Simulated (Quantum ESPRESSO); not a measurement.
**CrO2: a ladder in the functional**

Aim: see how far moments and order energies of CrO2 move with the functional, and what each rung costs.

Main program and level: Quantum ESPRESSO 7.5; LDA; plane waves with GBRV 1.5 LDA potentials, no spin-orbit coupling (settings of the first rung).

### 1. Set-up

Symmetry: P4_2/mnm, No. 136, tetragonal system. The conventional cell has a = 4.421 Å, b = 4.421 Å, c = 2.917 Å, α = 90.00°, β = 90.00°, γ = 90.00°. Nearest to Cr lie 6 O at 1.88 to 1.92 Å. O has 3 Cr at 1.88 to 1.92 Å nearest. Farther neighbours, and contacts between anions beyond the nearest, are not listed.

Structure file:

```cif
data_structure
_symmetry_space_group_name_H-M 'P 1'
_symmetry_Int_Tables_number 1
_cell_length_a 4.4210
_cell_length_b 4.4210
_cell_length_c 2.9170
_cell_angle_alpha 90.000
_cell_angle_beta 90.000
_cell_angle_gamma 90.000
_cell_volume 57.01
loop_
_atom_site_label
_atom_site_type_symbol
_atom_site_fract_x
_atom_site_fract_y
_atom_site_fract_z
_atom_site_occupancy
Cr1 Cr 0.00000 0.00000 0.00000 1
Cr2 Cr 0.50000 0.50000 0.50000 1
O3 O 0.30100 0.30100 0.00000 1
O4 O 0.19900 0.80100 0.50000 1
O5 O 0.69900 0.69900 0.00000 1
O6 O 0.80100 0.19900 0.50000 1
```

### 2. Rung 1, start ferro ++

pw.in

```
&CONTROL
  calculation = 'scf'
  prefix = 'pwscf'
  outdir = './tmp'
  pseudo_dir = './pseudo'
  disk_io = 'nowf'
/
&SYSTEM
  ibrav = 0
  nat = 6
  ntyp = 2
  ecutwfc = 40
  ecutrho = 280
  nbnd = 39
  occupations = 'smearing'
  smearing = 'fd'
  degauss = 0.00734986
  nspin = 2
  starting_magnetization(1) = 0.2143
  starting_magnetization(2) = 0
/
&ELECTRONS
  conv_thr = 1.2d-08
  electron_maxstep = 150
  mixing_beta = 0.3
/
ATOMIC_SPECIES
Cr     51.9961 cr_lda_v1.5.uspp.F.UPF
O      15.9990 o_lda_v1.2.uspp.F.UPF
CELL_PARAMETERS angstrom
   4.4210000000    0.0000000000    0.0000000000
   0.0000000000    4.4210000000    0.0000000000
   0.0000000000    0.0000000000    2.9170000000
ATOMIC_POSITIONS crystal
Cr      0.0000000000    0.0000000000    0.0000000000
Cr      0.5000000000    0.5000000000    0.5000000000
O       0.3010000000    0.3010000000    0.0000000000
O       0.1990000000    0.8010000000    0.5000000000
O       0.6990000000    0.6990000000    0.0000000000
O       0.8010000000    0.1990000000    0.5000000000
K_POINTS automatic
8 8 8 0 0 0
```

On the command line:

```bash
> OMP_NUM_THREADS=1 mpirun -n 2 pw.x -nk 2 -in pw.in > pw.out
```

The log of the run:

```text
Program PWSCF v.7.5 starts

     Message from routine setup:
     using ibrav=0 with symmetry is DISCOURAGED, use correct ibrav instead

     K-points division:     npool     =       2
     Subspace diagonalization in iterative solution of the eigenvalue problem:

     bravais-lattice index     =            0
     lattice parameter (alat)  =       8.3545  a.u.
     unit-cell volume          =     384.7460 (a.u.)^3
     number of atoms/cell      =            6
     number of atomic types    =            2
     number of electrons       =        52.00
     number of Kohn-Sham states=           39
     kinetic-energy cutoff     =      40.0000  Ry
     charge density cutoff     =     280.0000  Ry
     scf convergence threshold =      1.2E-08
     mixing beta               =       0.3000
     number of iterations used =            8  plain     mixing
     Exchange-correlation= SLA  PZ   NOGX NOGC
                           (   1   1   0   0   0   0   0)

     celldm(1)=   8.354479  celldm(2)=   0.000000  celldm(3)=   0.000000
     celldm(4)=   0.000000  celldm(5)=   0.000000  celldm(6)=   0.000000

     crystal axes: (cart. coord. in units of alat)
               a(1) = (   1.000000   0.000000   0.000000 )
               a(2) = (   0.000000   1.000000   0.000000 )
               a(3) = (   0.000000   0.000000   0.659805 )

     reciprocal axes: (cart. coord. in units 2 pi/alat)
               b(1) = (  1.000000  0.000000  0.000000 )
               b(2) = (  0.000000  1.000000  0.000000 )
               b(3) = (  0.000000  0.000000  1.515598 )

     PseudoPot. # 1 for Cr read from file:
     cr_lda_v1.5.uspp.F.UPF
     Pseudo is Ultrasoft + core correction, Zval = 14.0

     PseudoPot. # 2 for O  read from file:
     o_lda_v1.2.uspp.F.UPF
     Pseudo is Ultrasoft + core correction, Zval =  6.0

     atomic species   valence    mass     pseudopotential
     Cr               14.00    51.99610     Cr( 1.00)
     O                 6.00    15.99900     O ( 1.00)

     Starting magnetic structure
     atomic species   magnetization
     Cr              0.214
     O               0.000

     16 Sym. Ops., with inversion, found ( 8 have fractional translation)

   Cartesian axes

     site n.     atom                  positions (alat units)
         1        Cr     tau(   1) = (   0.0000000   0.0000000   0.0000000  )
         2        Cr     tau(   2) = (   0.5000000   0.5000000   0.3299027  )
         3        O      tau(   3) = (   0.3010000   0.3010000   0.0000000  )
         4        O      tau(   4) = (   0.1990000   0.8010000   0.3299027  )
         5        O      tau(   5) = (   0.6990000   0.6990000   0.0000000  )
         6        O      tau(   6) = (   0.8010000   0.1990000   0.3299027  )

     number of k points=    75  Fermi-Dirac smearing, width (Ry)=  0.0073
                       cart. coord. in units 2pi/alat
        k(    1) = (   0.0000000   0.0000000   0.0000000), wk =   0.0019531
        k(    2) = (   0.0000000   0.0000000   0.1894498), wk =   0.0039062
        k(    3) = (   0.0000000   0.0000000   0.3788996), wk =   0.0039062
        k(    4) = (   0.0000000   0.0000000   0.5683493), wk =   0.0039062
        k(    5) = (   0.0000000   0.0000000  -0.7577991), wk =   0.0019531
        [... 70 further k-points ...]

     Dense  grid:    30497 G-vectors     FFT dimensions: (  48,  48,  30)

     Smooth grid:    13155 G-vectors     FFT dimensions: (  36,  36,  24)

     Check: negative core charge=   -0.000008
     Generating pointlists ...
     new r_m :   0.1756 (alat units)  1.4670 (a.u.) for type    1
     new r_m :   0.1756 (alat units)  1.4670 (a.u.) for type    2

     Initial potential from superposition of free atoms

     starting charge      50.0000, renormalised to      52.0000

     negative rho (up, down):  1.643E-03 1.057E-03
     Starting wfcs are   36 randomized atomic wfcs +    3 random wfcs

     Self-consistent Calculation

     iteration #  1     ecut=    40.00 Ry     beta= 0.30
     Davidson diagonalization with overlap
     ethr =  1.00E-02,  avg # of iterations =  5.9

     negative rho (up, down):  1.414E-03 1.926E-03

     total energy              =    -479.59186042 Ry
     estimated scf accuracy    <       3.37742947 Ry

     total magnetization       =     4.00 Bohr mag/cell
     absolute magnetization    =     4.09 Bohr mag/cell

     iteration #  2     ecut=    40.00 Ry     beta= 0.30
     Davidson diagonalization with overlap
     ethr =  6.50E-03,  avg # of iterations =  1.6

     negative rho (up, down):  8.795E-04 2.060E-03

     total energy              =    -480.08176177 Ry
     estimated scf accuracy    <       1.59284069 Ry

     total magnetization       =     3.95 Bohr mag/cell
     absolute magnetization    =     4.53 Bohr mag/cell

     [... further iterations left out ...]

     iteration # 11     ecut=    40.00 Ry     beta= 0.30
     Davidson diagonalization with overlap
     ethr =  2.40E-10,  avg # of iterations =  2.2

     negative rho (up, down):  0.000E+00 3.395E-03

     total energy              =    -480.39081985 Ry
     estimated scf accuracy    <       0.00000009 Ry

     total magnetization       =     3.99 Bohr mag/cell
     absolute magnetization    =     4.43 Bohr mag/cell

     iteration # 12     ecut=    40.00 Ry     beta= 0.30
     Davidson diagonalization with overlap
     ethr =  1.74E-10,  avg # of iterations =  1.6

     negative rho (up, down):  0.000E+00 3.395E-03

     Magnetic moment per site  (integrated on atomic sphere of radius R)
     atom   1 (R=0.176)  charge= 10.5351  magn=  1.6900
     atom   2 (R=0.176)  charge= 10.5351  magn=  1.6900
     atom   3 (R=0.176)  charge=  5.1887  magn= -0.0453
     atom   4 (R=0.176)  charge=  5.1887  magn= -0.0453
     atom   5 (R=0.176)  charge=  5.1887  magn= -0.0453
     atom   6 (R=0.176)  charge=  5.1887  magn= -0.0453

     End of self-consistent calculation

     Number of k-points >= 100: set verbosity='high' to print the bands.

     the Fermi energy is    10.5363 ev

!    total energy              =    -480.39081988 Ry
     estimated scf accuracy    <          3.9E-09 Ry
     smearing contrib. (-TS)   =      -0.00469566 Ry
     internal energy E=F+TS    =    -480.38612422 Ry

     The total energy is F=E-TS. E is the sum of the following terms:
     one-electron contribution =    -203.14229095 Ry
     hartree contribution      =     127.20502318 Ry
     xc contribution           =     -72.81250309 Ry
     ewald contribution        =    -331.63635336 Ry

     total magnetization       =     3.99 Bohr mag/cell
     absolute magnetization    =     4.43 Bohr mag/cell

     convergence has been achieved in  12 iterations

=------------------------------------------------------------------------------=
   JOB DONE.
=------------------------------------------------------------------------------=
```

Wall time 2.6 min (2 MPI ranks of Arm Neoverse N1, shared host); peak memory 0.39 GiB; 5.2 min of CPU time.

Spin moment in the atom's sphere by atom:

```tsv
atom	spin moment in the atom's sphere (μB)
Cr1	1.69
Cr2	1.69
O3	-0.05
O4	-0.05
O5	-0.05
O6	-0.05
```

Read from the output:

```yaml
magnetization: 3.995 μB
final_state: ferromagnetic
```

### 3. Rung 1, start antiferro +-

pw.in: that of step 2 with these lines changed.

```diff
@@ -10,6 +10,6 @@
   nat = 6
-  ntyp = 2
+  ntyp = 3
   ecutwfc = 40
   ecutrho = 280
-  nbnd = 39
+  nbnd = 36
   occupations = 'smearing'
@@ -19,3 +19,4 @@
   starting_magnetization(1) = 0.2143
-  starting_magnetization(2) = 0
+  starting_magnetization(2) = -0.2143
+  starting_magnetization(3) = 0
 /
@@ -27,3 +28,4 @@
 ATOMIC_SPECIES
-Cr     51.9961 cr_lda_v1.5.uspp.F.UPF
+Cr1    51.9961 cr_lda_v1.5.uspp.F.UPF
+Cr2    51.9961 cr_lda_v1.5.uspp.F.UPF
 O      15.9990 o_lda_v1.2.uspp.F.UPF
@@ -34,4 +36,4 @@
 ATOMIC_POSITIONS crystal
-Cr      0.0000000000    0.0000000000    0.0000000000
-Cr      0.5000000000    0.5000000000    0.5000000000
+Cr1     0.0000000000    0.0000000000    0.0000000000
+Cr2     0.5000000000    0.5000000000    0.5000000000
 O       0.3010000000    0.3010000000    0.0000000000
```

The log of the run:

```text
     [... lines left out ...]
Program PWSCF v.7.5 starts
     [... lines left out ...]
     number of atoms/cell      =            6
     [... lines left out ...]
     number of electrons       =        52.00
     number of Kohn-Sham states=           36
     kinetic-energy cutoff     =      40.0000  Ry
     charge density cutoff     =     280.0000  Ry
     scf convergence threshold =      1.2E-08
     [... lines left out ...]
      8 Sym. Ops., with inversion, found
     [... lines left out ...]
     number of k points=   105  Fermi-Dirac smearing, width (Ry)=  0.0073
     [... lines left out ...]
     iteration # 14     ecut=    40.00 Ry     beta= 0.30
     [... lines left out ...]
     Magnetic moment per site  (integrated on atomic sphere of radius R)
     atom   1 (R=0.176)  charge= 10.5357  magn=  1.4050
     atom   2 (R=0.176)  charge= 10.5380  magn= -1.4055
     atom   3 (R=0.176)  charge=  5.1850  magn=  0.0107
     atom   4 (R=0.176)  charge=  5.1836  magn= -0.0107
     atom   5 (R=0.176)  charge=  5.1850  magn=  0.0107
     atom   6 (R=0.176)  charge=  5.1836  magn= -0.0107
     [... lines left out ...]
     the Fermi energy is    10.4161 ev
!    total energy              =    -480.37259866 Ry
     estimated scf accuracy    <          6.6E-09 Ry
     smearing contrib. (-TS)   =      -0.01054798 Ry
     [... lines left out ...]
     total magnetization       =    -0.00 Bohr mag/cell
     absolute magnetization    =     3.59 Bohr mag/cell
     convergence has been achieved in  14 iterations
```

It took 3.8 min on 2 MPI ranks; peak memory 0.41 GiB.

Spin moment in the atom's sphere by atom:

```tsv
atom	spin moment in the atom's sphere (μB)
Cr1	1.41
Cr2	-1.41
O3	0.01
O4	-0.01
O5	0.01
O6	-0.01
```

Numbers from this step:

| Property | Result |
| --- | --- |
| magnetization | 0 μB |
| final state | antiferromagnetic |

### 4. Rung 2, start ferro ++

pw.in

```
&CONTROL
  calculation = 'scf'
  prefix = 'pwscf'
  outdir = './tmp'
  pseudo_dir = './pseudo'
  disk_io = 'nowf'
/
&SYSTEM
  ibrav = 0
  nat = 6
  ntyp = 2
  ecutwfc = 40
  ecutrho = 280
  nbnd = 39
  occupations = 'smearing'
  smearing = 'fd'
  degauss = 0.00734986
  nspin = 2
  starting_magnetization(1) = 0.2143
  starting_magnetization(2) = 0
/
&ELECTRONS
  conv_thr = 1.2d-08
  electron_maxstep = 150
  mixing_beta = 0.3
/
ATOMIC_SPECIES
Cr     51.9961 cr_pbesol_v1.5.uspp.F.UPF
O      15.9990 o_pbesol_v1.2.uspp.F.UPF
CELL_PARAMETERS angstrom
   4.4210000000    0.0000000000    0.0000000000
   0.0000000000    4.4210000000    0.0000000000
   0.0000000000    0.0000000000    2.9170000000
ATOMIC_POSITIONS crystal
Cr      0.0000000000    0.0000000000    0.0000000000
Cr      0.5000000000    0.5000000000    0.5000000000
O       0.3010000000    0.3010000000    0.0000000000
O       0.1990000000    0.8010000000    0.5000000000
O       0.6990000000    0.6990000000    0.0000000000
O       0.8010000000    0.1990000000    0.5000000000
K_POINTS automatic
8 8 8 0 0 0
```

The log of the run:

```text
     [... lines left out ...]
Program PWSCF v.7.5 starts
     [... lines left out ...]
     number of atoms/cell      =            6
     [... lines left out ...]
     number of electrons       =        52.00
     number of Kohn-Sham states=           39
     kinetic-energy cutoff     =      40.0000  Ry
     charge density cutoff     =     280.0000  Ry
     scf convergence threshold =      1.2E-08
     [... lines left out ...]
     16 Sym. Ops., with inversion, found ( 8 have fractional translation)
     [... lines left out ...]
     number of k points=    75  Fermi-Dirac smearing, width (Ry)=  0.0073
     [... lines left out ...]
     iteration # 12     ecut=    40.00 Ry     beta= 0.30
     [... lines left out ...]
     Magnetic moment per site  (integrated on atomic sphere of radius R)
     atom   1 (R=0.176)  charge= 10.5342  magn=  1.7263
     atom   2 (R=0.176)  charge= 10.5342  magn=  1.7263
     atom   3 (R=0.176)  charge=  5.2012  magn= -0.0683
     atom   4 (R=0.176)  charge=  5.2012  magn= -0.0683
     atom   5 (R=0.176)  charge=  5.2012  magn= -0.0683
     atom   6 (R=0.176)  charge=  5.2012  magn= -0.0683
     [... lines left out ...]
     the Fermi energy is    10.7239 ev
!    total energy              =    -479.97378712 Ry
     estimated scf accuracy    <          3.6E-09 Ry
     smearing contrib. (-TS)   =      -0.00420971 Ry
     [... lines left out ...]
     total magnetization       =     4.00 Bohr mag/cell
     absolute magnetization    =     4.64 Bohr mag/cell
     convergence has been achieved in  12 iterations
```

Elapsed: 2.7 min, on 2 MPI ranks; peak memory 0.41 GiB; 5.4 min of CPU time.

Numbers from this step:

* magnetization: 4 μB
* final state: ferromagnetic
* largest moment: 1.726 μB

### 5. Rung 2, start antiferro +-

pw.in: that of step 4 with these lines changed.

```diff
@@ -10,6 +10,6 @@
   nat = 6
-  ntyp = 2
+  ntyp = 3
   ecutwfc = 40
   ecutrho = 280
-  nbnd = 39
+  nbnd = 36
   occupations = 'smearing'
@@ -19,3 +19,4 @@
   starting_magnetization(1) = 0.2143
-  starting_magnetization(2) = 0
+  starting_magnetization(2) = -0.2143
+  starting_magnetization(3) = 0
 /
@@ -27,3 +28,4 @@
 ATOMIC_SPECIES
-Cr     51.9961 cr_pbesol_v1.5.uspp.F.UPF
+Cr1    51.9961 cr_pbesol_v1.5.uspp.F.UPF
+Cr2    51.9961 cr_pbesol_v1.5.uspp.F.UPF
 O      15.9990 o_pbesol_v1.2.uspp.F.UPF
@@ -34,4 +36,4 @@
 ATOMIC_POSITIONS crystal
-Cr      0.0000000000    0.0000000000    0.0000000000
-Cr      0.5000000000    0.5000000000    0.5000000000
+Cr1     0.0000000000    0.0000000000    0.0000000000
+Cr2     0.5000000000    0.5000000000    0.5000000000
 O       0.3010000000    0.3010000000    0.0000000000
```

The log of the run:

```text
     [... lines left out ...]
Program PWSCF v.7.5 starts
     [... lines left out ...]
     number of atoms/cell      =            6
     [... lines left out ...]
     number of electrons       =        52.00
     number of Kohn-Sham states=           36
     kinetic-energy cutoff     =      40.0000  Ry
     charge density cutoff     =     280.0000  Ry
     scf convergence threshold =      1.2E-08
     [... lines left out ...]
      8 Sym. Ops., with inversion, found
     [... lines left out ...]
     number of k points=   105  Fermi-Dirac smearing, width (Ry)=  0.0073
     [... lines left out ...]
     iteration # 15     ecut=    40.00 Ry     beta= 0.30
     [... lines left out ...]
     Magnetic moment per site  (integrated on atomic sphere of radius R)
     atom   1 (R=0.176)  charge= 10.5349  magn=  1.4758
     atom   2 (R=0.176)  charge= 10.5372  magn= -1.4762
     atom   3 (R=0.176)  charge=  5.1981  magn=  0.0176
     atom   4 (R=0.176)  charge=  5.1967  magn= -0.0175
     atom   5 (R=0.176)  charge=  5.1981  magn=  0.0176
     atom   6 (R=0.176)  charge=  5.1967  magn= -0.0175
     [... lines left out ...]
     the Fermi energy is    10.5973 ev
!    total energy              =    -479.95133180 Ry
     estimated scf accuracy    <          1.6E-09 Ry
     smearing contrib. (-TS)   =      -0.00968760 Ry
     [... lines left out ...]
     total magnetization       =     0.00 Bohr mag/cell
     absolute magnetization    =     3.80 Bohr mag/cell
     convergence has been achieved in  15 iterations
```

The job ended after 4.1 min (2 MPI ranks; peak memory 0.46 GiB).

Read from the output:

| Quantity | Value |
| --- | --- |
| magnetization | 0 μB |
| final state | antiferromagnetic |
| largest moment | 1.476 μB |

### 6. Rung 3, start ferro ++

pw.in

```
&CONTROL
  calculation = 'scf'
  prefix = 'pwscf'
  outdir = './tmp'
  pseudo_dir = './pseudo'
  disk_io = 'nowf'
/
&SYSTEM
  ibrav = 0
  nat = 6
  ntyp = 2
  ecutwfc = 40
  ecutrho = 280
  nbnd = 39
  occupations = 'smearing'
  smearing = 'fd'
  degauss = 0.00734986
  nspin = 2
  starting_magnetization(1) = 0.2143
  starting_magnetization(2) = 0
/
&ELECTRONS
  conv_thr = 1.2d-08
  electron_maxstep = 150
  mixing_beta = 0.3
/
ATOMIC_SPECIES
Cr     51.9961 cr_pbe_v1.5.uspp.F.UPF
O      15.9990 o_pbe_v1.2.uspp.F.UPF
CELL_PARAMETERS angstrom
   4.4210000000    0.0000000000    0.0000000000
   0.0000000000    4.4210000000    0.0000000000
   0.0000000000    0.0000000000    2.9170000000
ATOMIC_POSITIONS crystal
Cr      0.0000000000    0.0000000000    0.0000000000
Cr      0.5000000000    0.5000000000    0.5000000000
O       0.3010000000    0.3010000000    0.0000000000
O       0.1990000000    0.8010000000    0.5000000000
O       0.6990000000    0.6990000000    0.0000000000
O       0.8010000000    0.1990000000    0.5000000000
K_POINTS automatic
8 8 8 0 0 0
```

The log of the run:

```text
     [... lines left out ...]
Program PWSCF v.7.5 starts
     [... lines left out ...]
     number of atoms/cell      =            6
     [... lines left out ...]
     number of electrons       =        52.00
     number of Kohn-Sham states=           39
     kinetic-energy cutoff     =      40.0000  Ry
     charge density cutoff     =     280.0000  Ry
     scf convergence threshold =      1.2E-08
     [... lines left out ...]
     16 Sym. Ops., with inversion, found ( 8 have fractional translation)
     [... lines left out ...]
     number of k points=    75  Fermi-Dirac smearing, width (Ry)=  0.0073
     [... lines left out ...]
     iteration # 12     ecut=    40.00 Ry     beta= 0.30
     [... lines left out ...]
     Magnetic moment per site  (integrated on atomic sphere of radius R)
     atom   1 (R=0.176)  charge= 10.5408  magn=  1.7381
     atom   2 (R=0.176)  charge= 10.5408  magn=  1.7381
     atom   3 (R=0.176)  charge=  5.2252  magn= -0.0710
     atom   4 (R=0.176)  charge=  5.2252  magn= -0.0710
     atom   5 (R=0.176)  charge=  5.2252  magn= -0.0710
     atom   6 (R=0.176)  charge=  5.2252  magn= -0.0710
     [... lines left out ...]
     the Fermi energy is    10.8156 ev
!    total energy              =    -480.44720930 Ry
     estimated scf accuracy    <          5.4E-09 Ry
     smearing contrib. (-TS)   =      -0.00403403 Ry
     [... lines left out ...]
     total magnetization       =     4.00 Bohr mag/cell
     absolute magnetization    =     4.67 Bohr mag/cell
     convergence has been achieved in  12 iterations
```

The job ended after 2.7 min (2 MPI ranks; peak memory 0.41 GiB; 5.4 min of CPU time).

This step gave:

```
magnetization  : 4 μB
final state    : ferromagnetic
largest moment : 1.738 μB
```

(Part 1 of 2 ends here.)

[Long decimals in the printed logs are rounded to 6 places.]

[Logs and program files are shortened in this print: banners, set-up blocks, solver, clock and traceback lines can be left out without a mark of their own.]

[Logs are printed without paths, hosts, clocks, repeated set-up lines and the standing remarks that a program may print on its own settings, such as how far it seeks lower states.]

[Hosts, paths, dates, database ids (printed as entryN), source tags and the programs' standing remarks are cut or masked in the printed files.]

[Where the starting crystal was built by hand or by swapping elements, it need not be the compound's stable phase.]

[Where a cell is said to come from a database of computed structures, the database is the Materials Project.]

[Lattice constants that a cell's source calls measured were typed from memory.]
